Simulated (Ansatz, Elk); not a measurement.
# How far do independent atoms describe Y2Ti?

The structure of Y2Ti used here is made up (a known structure type with other elements) and was relaxed beforehand with PBEsol. The aim is the Fourier transform of its all-electron density, F(hkl), set beside the sum over free spherical atoms that refinements use.

Calculated with Elk 11.2.3 (patched build); DFT, PBE, all-electron APW+lo, Dirac cores, scalar-relativistic bands, static density, no spin.

The structure was built from a prototype and need not be the compound's stable phase.

### Step 1. Starting point

Symmetry: P6_3/mmc, No. 194, hexagonal system. The conventional cell has a = 5.144 Å, b = 5.144 Å, c = 6.703 Å, α = 90.00°, β = 90.00°, γ = 120.00°. Nearest to Y lie 5 Ti at 2.97 to 3.35 Å and 6 Y at 3.41 Å. Y has 8 Y at 3.35 to 3.41 Å and 6 Ti at 3.41 Å nearest. Nearest to Ti lie 11 Y at 2.97 to 3.41 Å. Farther neighbours are not listed.

Structure file:

```cif
data_structure
_symmetry_space_group_name_H-M 'P 1'
_symmetry_Int_Tables_number 1
_cell_length_a 5.1435
_cell_length_b 5.1435
_cell_length_c 6.7030
_cell_angle_alpha 90.000
_cell_angle_beta 90.000
_cell_angle_gamma 120.000
_cell_volume 153.57
loop_
_atom_site_label
_atom_site_type_symbol
_atom_site_fract_x
_atom_site_fract_y
_atom_site_fract_z
_atom_site_occupancy
Y1 Y 0.66667 0.33333 0.25000 1
Y2 Y 0.33333 0.66667 0.75000 1
Y3 Y 0.00000 0.00000 0.50000 1
Y4 Y 0.00000 0.00000 0.00000 1
Ti5 Ti 0.66667 0.33333 0.75000 1
Ti6 Ti 0.33333 0.66667 0.25000 1
```

### Step 2. Ground state and structure factors

An all-electron density is needed, since X-rays see the cores too. Task 0 finds the density and task 195 Fourier-transforms it; tshift is off so that phases refer to the origin typed.

Input file elk.in:

```
tasks
  0
  195

xctype
  20

spinpol
  .false.

rgkmax
  7.0

gmaxvr
  14.0

lmaxo
  7

lmaxapw
  8

swidth
  0.002

tshift
  .false.

ramdisk
  .false.

hmaxvr
  5.5

maxscl
  120

epspot
  1e-06

sppath
  './'

avec
  9.71981457090 0.00000000000 0.00000000000
  -4.85990728545 8.41760633848 0.00000000000
  0.00000000000 0.00000000000 12.66686010322

atoms
  2
  'Y.in'
  4
  0.6666666667 0.3333333333 0.2500000000   0.000000 0.000000 0.000000
  0.3333333333 0.6666666667 0.7500000000   0.000000 0.000000 0.000000
  0.0000000000 0.0000000000 0.5000000000   0.000000 0.000000 0.000000
  0.0000000000 -0.0000000000 0.0000000000   0.000000 0.000000 0.000000
  'Ti.in'
  2
  0.6666666667 0.3333333333 0.7500000000   0.000000 0.000000 0.000000
  0.3333333333 0.6666666667 0.2500000000   0.000000 0.000000 0.000000

ngridk
  5 5 4
```

Started as:

```console
$ OMP_NUM_THREADS=4 elk
```

Numbers of over 12 decimals in the logs are rounded to 6 here.

What it wrote:

```text
┌─────────────────────────┐
│ Elk code version 11.2.3 │
└─────────────────────────┘

All units are atomic (Hartree, Bohr, etc.)

┌─────────────────────────────────────────────────┐
│ Ground-state run starting from atomic densities │
└─────────────────────────────────────────────────┘

Lattice vectors :
   9.719814571       0.000000000       0.000000000
  -4.859907285       8.417606338       0.000000000
   0.000000000       0.000000000       12.66686010

Reciprocal lattice vectors :
  0.6464305735      0.3732168656      -0.000000000
   0.000000000      0.7464337312       0.000000000
   0.000000000      -0.000000000      0.4960333702

Unit cell volume      :    1036.371748
Brillouin zone volume :   0.2393448238

Muffin-tin inner radius fraction :   0.1000000000E-01

Nuclei treated as point charges

Species : 1 (Y)
 parameters loaded from : Y.in
 name : yttrium
 nuclear charge    :   -39.00000000
 electronic charge :    39.00000000
 atomic mass :    162065.4503
 muffin-tin radius :    2.600000000
 number of radial points in muffin-tin :   1193
 inner part over the whole radius :   0.9871815862E-02
 number on inner part of muffin-tin    :    847
 approximate nuclear radius :   0.8135895711E-04
 number of mesh points to nuclear radius :    416
 atomic positions (lattice), magnetic fields (Cartesian) :
  1 :  -0.33333333  0.33333333  0.25000000    0.00000000  0.00000000  0.00000000
  2 :   0.33333333 -0.33333333 -0.25000000    0.00000000  0.00000000  0.00000000
  3 :   0.00000000  0.00000000  0.50000000    0.00000000  0.00000000  0.00000000
  4 :   0.00000000  0.00000000  0.00000000    0.00000000  0.00000000  0.00000000

Species : 2 (Ti)
 parameters loaded from : Ti.in
 name : titanium
 nuclear charge    :   -22.00000000
 electronic charge :    22.00000000
 atomic mass :    87256.20317
 muffin-tin radius :    2.400000000
 number of radial points in muffin-tin :    993
 inner part over the whole radius :   0.9985722337E-02
 number on inner part of muffin-tin    :    699
 approximate nuclear radius :   0.6805665174E-04
 number of mesh points to nuclear radius :    325
 atomic positions (lattice), magnetic fields (Cartesian) :
  1 :  -0.33333333  0.33333333 -0.25000000    0.00000000  0.00000000  0.00000000
  2 :   0.33333333 -0.33333333  0.25000000    0.00000000  0.00000000  0.00000000

Total number of atoms per unit cell :    6
Total muffin-tin volume :    410.3003781
 ratio of muffin-tin to unit cell volume :   0.3959007750

Spin treatment :
 spin-unpolarised

Number of Bravais lattice symmetries :   24
Number of crystal symmetries         :   24
Crystal has inversion symmetry
Real symmetric eigensolver will be used

k-point grid :      5     5     4
k-point offset :    0.000000000       0.000000000       0.000000000
k-point set is reduced with full crystal symmetry group
Total number of k-points :       15

Muffin-tin radius times maximum |G+k| :    7.000000000
 using average radius
Maximum |G+k| for APW functions       :    2.763157895
Maximum (1/2)|G+k|²                   :    3.817520776
Maximum |G| for potential and density :    14.00000000
Constant for pseudocharge density :    9
 order of it for each species :   16  16
 order of it for pair densities of each species (exact exchange by exxq0 0: 17) :   10   8
Radial integration step length :    1

G-vector grid sizes :     45    45    60
Number of G-vectors :    48105

Maximum angular momentum used for
 APW functions            :    8
 outer part of muffin-tin :    7
 inner part of muffin-tin :    2

Total nuclear charge    :   -200.0000000
Total core charge       :    132.0000000
Total valence charge    :    68.00000000
Total excess charge     :    0.000000000
Total electronic charge :    200.0000000

Effective Wigner radius, rₛ :    1.073492431

Number of empty states         :     24
Total number of valence states :     59
Total number of core states    :    132

Third-order local-orbitals added for an l without core states : T
Total number of local-orbitals :     88

[...]
electron-nuclear            :     -33299.984957180
 Hartree                     :      4660.7477444895
 Madelung                    :     -18410.965325155
 xc potential                :     -685.17011489307
 exchange                    :     -513.10748517581
 correlation                 :     -9.801744
 electron entropic           :    -0.41042130448398E-02
 total energy                :     -15251.598877821

Density of states at Fermi energy :    322.9682455
 (states/Hartree/unit cell)

Estimated indirect band gap :   0.1255530096E-02
 from k-point 14 to k-point 13
Estimated direct band gap   :   0.2157804816E-02
 at k-point 8

Charges :
 core                        :    132.0000000
 valence                     :    68.00000000
 interstitial                :    12.43701931
 muffin-tins (core leakage)
  species : 1 (Y)
[...]
species : 2 (Ti)
[...]
total in muffin-tins        :    187.5629807
 total calculated charge     :    199.9998309
 total charge                :    200.0000000
 error                       :   0.1691190084E-03

RMS change in Kohn-Sham potential (target) :   0.1783352527     (  0.1000000000E-05)
Absolute change in total energy (target)   :   0.1543135749E-01 (  0.1000000000E-03)

[... loops 3 to 14 left out ...]

┌──────────────────┐
│ Loop number : 15 │
└──────────────────┘

Energies :
 Fermi                       :     0.253126
 sum of occupied eigenvalues :     -8999.9509257105
 electron kinetic            :      15695.076772054
 core electron kinetic       :      15329.336683427
 Coulomb                     :     -30422.195100528
 Coulomb potential           :     -24013.896165144
 nuclear-nuclear             :     -1780.5866284775
 electron-nuclear            :     -33308.874378832
 Hartree                     :      4667.2659067822
 Madelung                    :     -18415.247017956
 xc potential                :     -681.13153262092
 exchange                    :     -513.50094913296
 correlation                 :     -9.800382
 electron entropic           :    -0.43245368375773E-02
 total energy                :     -15250.423984417

Density of states at Fermi energy :    338.6539649
 (states/Hartree/unit cell)

Estimated indirect band gap :   0.1130298011E-02
 from k-point 8 to k-point 13
Estimated direct band gap   :   0.1866564164E-02
 at k-point 13

Charges :
 core                        :    132.0000000
 valence                     :    68.00000000
 interstitial                :    11.95612516
 muffin-tins (core leakage)
  species : 1 (Y)
[...]
species : 2 (Ti)
[...]
total in muffin-tins        :    188.0438748
 total calculated charge     :    199.9998134
 total charge                :    200.0000000
 error                       :   0.1866000283E-03

RMS change in Kohn-Sham potential (target) :   0.3687982520E-06 (  0.1000000000E-05)
Absolute change in total energy (target)   :   0.6056275743E-04 (  0.1000000000E-03)

Convergence targets achieved

┌──────────────────┐
│ Loop number : 16 │
└──────────────────┘

Energies :
 Fermi                       :     0.253126
 sum of occupied eigenvalues :     -8999.9509749165
 electron kinetic            :      15695.076722865
 core electron kinetic       :      15329.336623843
 Coulomb                     :     -30422.195079050
 Coulomb potential           :     -24013.896137897
 nuclear-nuclear             :     -1780.5866284775
 electron-nuclear            :     -33308.874368004
 Hartree                     :      4667.2659174315
 Madelung                    :     -18415.247010101
 xc potential                :     -681.13155988356
 exchange                    :     -513.50094986523
 correlation                 :     -9.800382
 electron entropic           :    -0.43245371580461E-02
 total energy                :     -15250.424012801

Density of states at Fermi energy :    338.6539372
 (states/Hartree/unit cell)

Estimated indirect band gap :   0.1130292362E-02
 from k-point 8 to k-point 13
Estimated direct band gap   :   0.1866574272E-02
 at k-point 13

Charges :
 core                        :    132.0000000
 valence                     :    68.00000000
 interstitial                :    11.95612189
 muffin-tins (core leakage)
  species : 1 (Y)
[...]
atom 4                    :    36.85401349     (  0.8688653615E-05)
  species : 2 (Ti)
   atom 1                    :    20.23119498     ( -0.2204289498E-06)
   atom 2                    :    20.23119498     ( -0.2204289498E-06)
 total in muffin-tins        :    188.0438781
 total calculated charge     :    199.9998134
 total charge                :    200.0000000
 error                       :   0.1866003202E-03

┌──────────────────────────────┐
│ Self-consistent loop stopped │
└──────────────────────────────┘

Wrote STATE.OUT
```

Wall time 33 s (4 threads of Arm Neoverse V2, shared host); peak memory 0.27 GiB.

SFACRHO.OUT:

```text

h k l indices transformed by vhmat matrix:
   1.000000000       0.000000000       0.000000000    
   0.000000000       1.000000000       0.000000000    
   0.000000000       0.000000000       1.000000000    

      h      k      l  multipl.   |H|            Re(F)            Im(F)           |F|

      0      0      0      1   0.0000000       200.00000     -0.17683397E-16   200.00000    
      0      0     -1      2  0.49603337      0.32004969E-13 -0.14382547E-13  0.35088113E-13
     -1      1      0      6  0.74643373       15.792969      0.25169458E-13   15.792969    
      1      0      1      6  0.89622119       26.783666      0.30562913E-13   26.783666    
      0     -1     -1      6  0.89622119      -26.783666     -0.17978184E-13   26.783666    
      0      0      2      2  0.99206674      -35.550023     -0.36247866E-13   35.550023    
      0      1     -2      6   1.2415151       109.75030      0.32360731E-13   109.75030    
      0     -1     -2      6   1.2415151       109.75030      0.39552005E-13   109.75030    
     -1      2      0      6   1.2928611       155.29937     -0.82731881E-13   155.29937    
      2     -1      1     12   1.3847523     -0.18337114E-07  0.17978184E-13  0.18337114E-07
      0      0      3      2   1.4881001     -0.16786009E-13  0.14382547E-13  0.22104926E-13
      0      2      0      6   1.4928675       14.452918      -0.0000000       14.452918    
      2     -2      1      6   1.5731187       24.706150      0.37754186E-13   24.706150    
     -2      2      1      6   1.5731187      -24.706150      0.37754186E-13   24.706150    
     -1      2      2     12   1.6296277      -29.211237      0.44341255E-13   29.211237    
      1     -1      3      6   1.6648139       24.221533      0.13483638E-13   24.221533    
      1      0      3      6   1.6648139      -24.221533     -0.89890920E-15   24.221533    
     -2      0      2      6   1.7924424       97.295348     -0.59328007E-13   97.295348
```

Elk indexes on the primitive cell of elk.in and gives |H| = 4π sin θ/λ in inverse bohr. Below, one row stands for each form hkl of the conventional cell (m members, Friedel mates merged), F is for one primitive cell and the density is static (no thermal factor). Free-atom factors are Waasmaier and Kirfel's, and R is Σm||F|−|F'||/Σm|F|.

| hkl | m | sin θ/λ (Å⁻¹) | abs F, DFT | neutral atoms | diff. |
| --- | --- | --- | --- | --- | --- |
| 001 | 2 | 0.075 | 0.000 | 0.000 | +0.000 |
| 100 | 6 | 0.112 | 15.793 | 15.774 | +0.018 |
| 101 | 12 | 0.135 | 26.784 | 26.769 | +0.014 |
| 002 | 2 | 0.149 | 35.550 | 35.326 | +0.224 |
| 102 | 12 | 0.187 | 109.750 | 110.135 | -0.385 |
| 110 | 6 | 0.194 | 155.299 | 155.983 | -0.684 |
| 111 | 12 | 0.208 | 0.000 | 0.000 | +0.000 |
| 003 | 2 | 0.224 | 0.000 | 0.000 | +0.000 |
| 200 | 6 | 0.225 | 14.453 | 14.276 | +0.177 |
| 201 | 12 | 0.237 | 24.706 | 24.448 | +0.258 |
| 112 | 12 | 0.245 | 29.211 | 29.422 | -0.210 |
| 103 | 12 | 0.250 | 24.221 | 24.130 | +0.091 |
| 202 | 12 | 0.270 | 97.295 | 97.113 | +0.182 |
| 113 | 12 | 0.296 | 0.000 | 0.000 | +0.000 |
| 210 | 12 | 0.297 | 13.395 | 13.327 | +0.068 |
| 004 | 2 | 0.298 | 132.934 | 132.680 | +0.254 |
| 211 | 24 | 0.306 | 22.960 | 22.885 | +0.074 |
| 203 | 12 | 0.317 | 22.691 | 22.660 | +0.031 |
| 104 | 12 | 0.319 | 13.039 | 13.062 | -0.023 |
| 212 | 24 | 0.332 | 88.316 | 88.216 | +0.100 |
| 300 | 6 | 0.337 | 125.128 | 125.029 | +0.099 |
| 301 | 12 | 0.345 | 0.014 | 0.000 | +0.014 |

### Step 3. The highest occupied states alone

An energy window below the Fermi level keeps the highest occupied states, to see at which angles they scatter; shallow core shells can lie inside it and anion s states outside. No new self-consistency is needed.

elk.in, as its differences from that of step 2:

```diff
@@ -1,3 +1,2 @@
 tasks
-  0
   195
@@ -40,2 +39,5 @@
 
+wsfac
+  -0.114370 0.553130
+
 sppath
```

Started as:

```console
$ OMP_NUM_THREADS=4 elk
```

What it wrote:

```text
┌─────────────────────────────────┐
│ Elk code version 11.2.3 started │
└─────────────────────────────────┘

Info(readinput): the functional depends on the density's gradient
 muffin-tin radial points multiplied by    2.00000
 (not where nrmtscf is given)

┌────────────────────┐
│ Current task : 195 │
└────────────────────┘

Info(sfacrho): density structure factors written to SFACRHO.OUT

 Energy window :  -0.1143700000      0.5531300000

┌──────────────────┐
│ Elk code stopped │
└──────────────────┘
```

Run time: 15 s. Hardware: 4 threads; peak memory 0.17 GiB.

States within 10 eV below the Fermi level hold 20.00 electrons; any levels below the window count with the cores. Their amplitudes can exceed the total, where window and core parts have opposite phase:

| hkl | sin θ/λ (Å⁻¹) | abs F, window | abs F, all |
| --- | --- | --- | --- |
| 001 | 0.075 | 0.000 | 0.000 |
| 100 | 0.112 | 1.196 | 15.793 |
| 101 | 0.135 | 1.946 | 26.784 |
| 002 | 0.149 | 2.984 | 35.550 |
| 102 | 0.187 | 1.042 | 109.750 |
| 110 | 0.194 | 1.736 | 155.299 |
| 111 | 0.208 | 0.000 | 0.000 |
| 003 | 0.224 | 0.000 | 0.000 |
| 200 | 0.225 | 0.517 | 14.453 |
| 201 | 0.237 | 0.786 | 24.706 |

### Step 4. Another try

In this try the input is made faulty on purpose, to show what that does.

The input is changed as shown.

elk.in, as its differences from that of step 3:

```diff
@@ -1,2 +1,3 @@
 tasks
+  0
   195
@@ -39,5 +40,2 @@
 
-wsfac
-  -0.114370 0.553130
-
 sppath
@@ -63,3 +61,3 @@
 
-ngridk
+ngrid
   5 5 4
```

Started as:

```console
$ OMP_NUM_THREADS=4 elk
```

What it wrote:

```text
┌─────────────────────────────────┐
│ Elk code version 11.2.3 started │
└─────────────────────────────────┘

Error(readinput): invalid block name : ngrid
```

Wall time 0.01 s (4 threads); peak memory 0.16 GiB.

The program refused the input before any cycle.

The program's message: “Error(readinput): invalid block name : ngrid”

A key was misspelt on purpose.

### Step 5. Another functional

The difference from free atoms is small, so it is set against the change that LDA (Perdew-Wang) makes.

elk.in, as its differences from that of step 4:

```diff
@@ -5,3 +5,3 @@
 xctype
-  20
+  3
 
@@ -61,3 +61,3 @@
 
-ngrid
+ngridk
   5 5 4
```

Started as:

```console
$ OMP_NUM_THREADS=4 elk
```

What it wrote:

```text
┌─────────────────────────┐
│ Elk code version 11.2.3 │
└─────────────────────────┘

All units are atomic (Hartree, Bohr, etc.)

┌─────────────────────────────────────────────────┐
│ Ground-state run starting from atomic densities │
└─────────────────────────────────────────────────┘

Lattice vectors :
   9.719814571       0.000000000       0.000000000
  -4.859907285       8.417606338       0.000000000
   0.000000000       0.000000000       12.66686010

Reciprocal lattice vectors :
  0.6464305735      0.3732168656      -0.000000000
[...]
valence                     :    68.00000000
 interstitial                :    11.85470318
 muffin-tins (core leakage)
  species : 1 (Y)
[...]
species : 2 (Ti)
   atom 1                    :    20.25703157     ( -0.3536577584E-05)
   atom 2                    :    20.25703157     ( -0.3536577584E-05)
 total in muffin-tins        :    188.1452968
 total calculated charge     :    199.9998284
 total charge                :    200.0000000
 error                       :   0.1715989144E-03

┌──────────────────────────────┐
│ Self-consistent loop stopped │
└──────────────────────────────┘

Wrote STATE.OUT
[key lines of the parts left out:]
total energy                :     -15231.660396637
```

Wall time 20 s (4 threads); peak memory 0.19 GiB; 49 s of CPU time.

Against the first run R = 0.05 %; the largest change is -0.058 at 202.

### Step 6. Basis size

The basis and the expansions that go with it are enlarged, to see whether the differences are converged.

elk.in, as its differences from that of step 5:

```diff
@@ -5,3 +5,3 @@
 xctype
-  3
+  20
 
@@ -11,12 +11,12 @@
 rgkmax
-  7.0
+  8.5
 
 gmaxvr
-  14.0
+  18.0
 
 lmaxo
-  7
+  9
 
 lmaxapw
-  8
+  10
```

Started as:

```console
$ OMP_NUM_THREADS=4 elk
```

What it wrote:

```text
┌─────────────────────────┐
│ Elk code version 11.2.3 │
└─────────────────────────┘

All units are atomic (Hartree, Bohr, etc.)

┌─────────────────────────────────────────────────┐
│ Ground-state run starting from atomic densities │
└─────────────────────────────────────────────────┘

Lattice vectors :
   9.719814571       0.000000000       0.000000000
  -4.859907285       8.417606338       0.000000000
   0.000000000       0.000000000       12.66686010

Reciprocal lattice vectors :
  0.6464305735      0.3732168656      -0.000000000
[...]
valence                     :    68.00000000
 interstitial                :    11.90481213
 muffin-tins (core leakage)
  species : 1 (Y)
[...]
species : 2 (Ti)
   atom 1                    :    20.24506708     ( -0.2204286655E-06)
   atom 2                    :    20.24506708     ( -0.2204286655E-06)
 total in muffin-tins        :    188.0951879
 total calculated charge     :    199.9999371
 total charge                :    200.0000000
 error                       :   0.6289291048E-04

┌──────────────────────────────┐
│ Self-consistent loop stopped │
└──────────────────────────────┘

Wrote STATE.OUT
[key lines of the parts left out:]
total energy                :     -15250.444689954
```

Run time: 88 s. Hardware: 4 threads; peak memory 0.53 GiB; 3.4 min of CPU time.

Against the first run R = 0.01 %; the largest change is -0.023 at 220.

### Step 7. Settings against the effect

| run | R against the first run (%) | R against neutral atoms, low angle (%) | wall time |
| --- | --- | --- | --- |
| PBE, rgkmax 7 | 0.00 | 0.39 | 33 s |
| LDA (Perdew-Wang) | 0.05 | 0.36 | 20 s |
| rgkmax 8.5 with larger expansions | 0.01 | 0.38 | 88 s |

### Step 8. Results

- R against neutral atoms, sin θ/λ < 0.3 Å⁻¹: 0.39 %
- R against neutral atoms, 0.3 to 0.76 Å⁻¹: 0.18 %

**Reading.** Independent neutral atoms miss the calculated amplitudes by R = 0.39 % below 0.3 Å⁻¹ and 0.18 % from there to 0.76 Å⁻¹; by shells, 0.15 % below 0.15 Å⁻¹ (3 forms), 0.41 % 0.15 to 0.3 (9 forms), 0.13 % 0.3 to 0.45 (22 forms), 0.20 % above 0.45 (95 forms). Bonding, aspherical density and the tables' own atoms all enter these figures, and the runs don't part them. The largest change of an amplitude is -0.68 electrons, at 110. The window's part falls from 20.0 electrons at the origin to at most 0.25 between 0.45 and 0.76 Å⁻¹. Below 0.3 Å⁻¹ the changes that finished (LDA (Perdew-Wang) and rgkmax 8.5 with larger expansions) move F by R = 0.04 % at most, against the 0.39 % that separates it from free atoms. The k-mesh has no finished test. These runs have no spin, though d or f shells may be open. Part of the difference isn't bonding: the tables are fits to free atoms and ions calculated by other methods than this functional. Thermal motion, anomalous dispersion and extinction are left out.

[Logs are printed without paths, hosts, clocks, repeated set-up lines and the standing remarks that a program may print on its own settings, such as how far it seeks lower states.]

[Hosts, paths, dates, database ids (printed as entryN), source tags and the programs' standing remarks are cut or masked in the printed files.]
